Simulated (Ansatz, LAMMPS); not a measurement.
# Glassy 72SiO2-17Al2O3-6BaO-6ZnO (mol %) (116 atoms): where an added charge goes: runs compared

Does an extra electron or hole in glassy 72SiO2-17Al2O3-6BaO-6ZnO (mol %) (116 atoms) stay spread out, or do the atoms trap it?

Computed with Ansatz 0.2.0: Kohn-Sham DFT, PBE, PAW (set soft_2), plane waves.

### 1. The cell as built

The cell holds 116 atoms: 26 Si, 12 Al, 2 Ba, 2 Zn and 74 O. Its edges and angles: a = 11.782 Å, b = 11.782 Å, c = 11.782 Å, α = 90.0°, β = 90.0°, γ = 90.0°. 116 atoms (26 Si, 12 Al, 2 Ba, 2 Zn, 74 O) placed at random at 2.68 g/cm³, melted at 4000 K for 10 ps at fixed volume with the Morse and Coulomb pair potential with partial charges (Pedone, Malavasi, Menziani, Cormack and Segre, J. Phys. Chem. B 110, 11780 (2006)). Quenched from 4000 K to 300 K at 50 K/ps and fixed volume, held 5 ps.

What the set-up can't give: The quench rate of 50 K/ps is orders of magnitude faster than experiment, which tends to freeze in extra defects. The starting topology of bonds comes from the classical model, and needn't be the one that DFT or experiment would give. Sampling is at Γ alone, for a cell whose shortest periodic width is 12 Å. The levels lack spin–orbit coupling, which is large for the heavy elements here.

### 2. The reference run

The reference is a single point at the end of the relaxation.

The charged cells start from the geometry of this run, on a uniform background, with spin and a narrow Fermi–Dirac smearing.

Its input, with most atom lines left out:

```yaml
crystal:
  lattice:
    - [11.7816, 0.0, 0.0]
    - [0.0, 11.7816, 0.0]
    - [0.0, 0.0, 11.7816]
  atoms:
    - { symbol: Si, position: [0.35732, 0.03434, 0.72897] }
    - { symbol: Si, position: [0.47622, 0.7839, 0.9961] }
    - { symbol: Si, position: [0.01054, 0.86855, 0.9957] }
    - { symbol: Si, position: [0.87966, 0.03569, 0.83634] }
    - { symbol: Si, position: [0.764, 0.87307, 0.66232] }
    - { symbol: Si, position: [0.2621, 0.85163, 0.89254] }
    - { symbol: Si, position: [0.97783, 0.93535, 0.24648] }
    [... atom lines 8 to 116 left out ...]
kpoints:
  mp_grid: { grid: [1, 1, 1] }
hamiltonian:
  xc: pbe
scf:
  occupations: { method: fixed }
output:
  forces: true
  stress: true
  populations: true
  dos:
    method: { smearing: { sigma: 0.1 } }
    de: 0.1
    projected: { site_lists: { Al: [Al], Ba: [Ba], O: [O], Si: [Si], Zn: [Zn] } }
  eigenvalues: true
  write_density: true
  write_potential: true
  volumetric_format: npy
```

- free energy per atom: -721.0468 eV/atom
- r.m.s. force component: 0.01127 eV/Å
- pressure: -0.1945 GPa

Filled and empty levels are parted by 3.90 eV (at Γ alone); a semilocal functional tends to put such gaps too low. In a disordered cell it changes from sample to sample, and tail or defect levels can set it.

### 3. The runs

Each row is one run, on 4 threads of AMD EPYC 9R45, shared host. The free energy is the program's total, comparable only between runs with the same functional, potentials and atoms; between charge states it hangs on the program's zero of potential.

```csv
run,atoms,outcome,"ionic steps, all passes",free energy (eV),time,host memory (GiB)
Single point at the start,116,converged,-,-83631.236,5.9 s,2.2
Relaxation,116,converged,12,-83641.434,55 s,2.1
Single point at the relaxed geometry,116,converged,-,-83641.434,11 s,2.4
"An extra electron, atoms held",116,converged,-,-83634.561,31 s,3.9
"An extra electron, atoms relaxed",116,converged,4,-83634.595,65 s,3.8
"An extra electron, levels at the relaxed geometry",116,converged,-,-83634.595,34 s,3.9
Neutral at the geometry of the electron,116,converged,-,-83641.400,10 s,2.4
"An extra hole, atoms held",116,converged,-,-83644.155,45 s,3.9
"An extra hole, atoms relaxed",116,converged,6,-83644.286,1.8 min,3.8
"An extra hole, levels at the relaxed geometry",116,converged,-,-83644.286,35 s,3.9
Neutral at the geometry of the hole,116,converged,-,-83641.270,9.9 s,2.4
```

In some runs the program notes that the exchange-correlation potential is rough where the density is thin and starting moments were not kept.

Local excerpt of 8 atoms (numbers count through the whole input) about O77, which holds the most spin of the extra hole after relaxation; x, y, z are measured from there.

```csv
atom,x,y,z,distance (Å),Löwdin charge (e)
O77,0.00,0.00,0.00,0.00,-0.94
Si19,-0.20,1.15,-1.16,1.64,1.69
Zn41,-1.02,-1.64,0.13,1.94,1.52
O116,0.72,2.43,-0.71,2.63,-0.78
O92,0.39,0.62,-2.58,2.68,-0.83
Ba40,2.50,-0.79,-0.60,2.69,1.89
O99,-1.81,1.49,-1.32,2.69,-0.77
O59,-0.02,-2.39,-1.31,2.72,-0.93
```

### 4. Energies and spread of the extra charge

Energies are differences within one cell and functional; the shift is the gain plus the neutral cell's energy at the new geometry, that is how much cheaper the vertical process becomes there. The spread is the participation number of the site moments (1/Σw², over the spin inside atomic spheres), with the atom that holds the largest share and the spin that the spheres hold in all.

```csv
carrier,"charged less neutral, atoms held (eV)",gain on relaxing (eV),"neutral cell at that geometry, less the reference (eV)",shift of the vertical energy (eV),"spread, atoms held","spread, relaxed"
electron,6.873,0.034,0.034,0.068,-,-
hole,-2.720,0.131,0.164,0.295,21; O102 9 % of 0.78 μB,14; O77 12 % of 0.78 μB
```

### 5. Outcome

The extra electron gains 0.034 eV as the atoms relax: so small a gain shows no trapping at this level. The cell with the electron keeps a moment of only 0.00 μB where one unpaired electron should give 1 μB: the carrier is shared between both spins, which can hide trapping. The extra hole gains 0.13 eV as the atoms relax, and its spin goes from about 21 to 14 atoms: a partial localisation as the atoms move, with the largest share on O77. The hole is shared among 2 partly filled levels, as near-degenerate levels under the smearing give, and as self-interaction favours. Adding the two vertical energies gives 4.15 eV, against a gap of 3.90 eV in the neutral cell. The zero of the potential cancels in this sum; the excess isn't taken apart here: charging of a small cell, filling of bands on a coarse mesh and the attraction to the background can all enter.

**Limits.** Single energies of charged cells hang on the program's zero of potential. In the spin-polarised runs the search for a state of lower energy was switched off. No distortion was seeded, so a trapped state behind a barrier can't be found. Local and semilocal functionals favour spread-out charges, so trapping can be missed. Charged cells carry a uniform background, with no correction for images.

The DFT runs together took 6.8 min of wall time.

[Logs are printed without paths, hosts, clocks, repeated set-up lines and the standing remarks that a program may print on its own settings, such as how far it seeks lower states.]

[Hosts, paths, dates, database ids (printed as entryN), source tags and the programs' standing remarks are cut or masked in the printed files.]
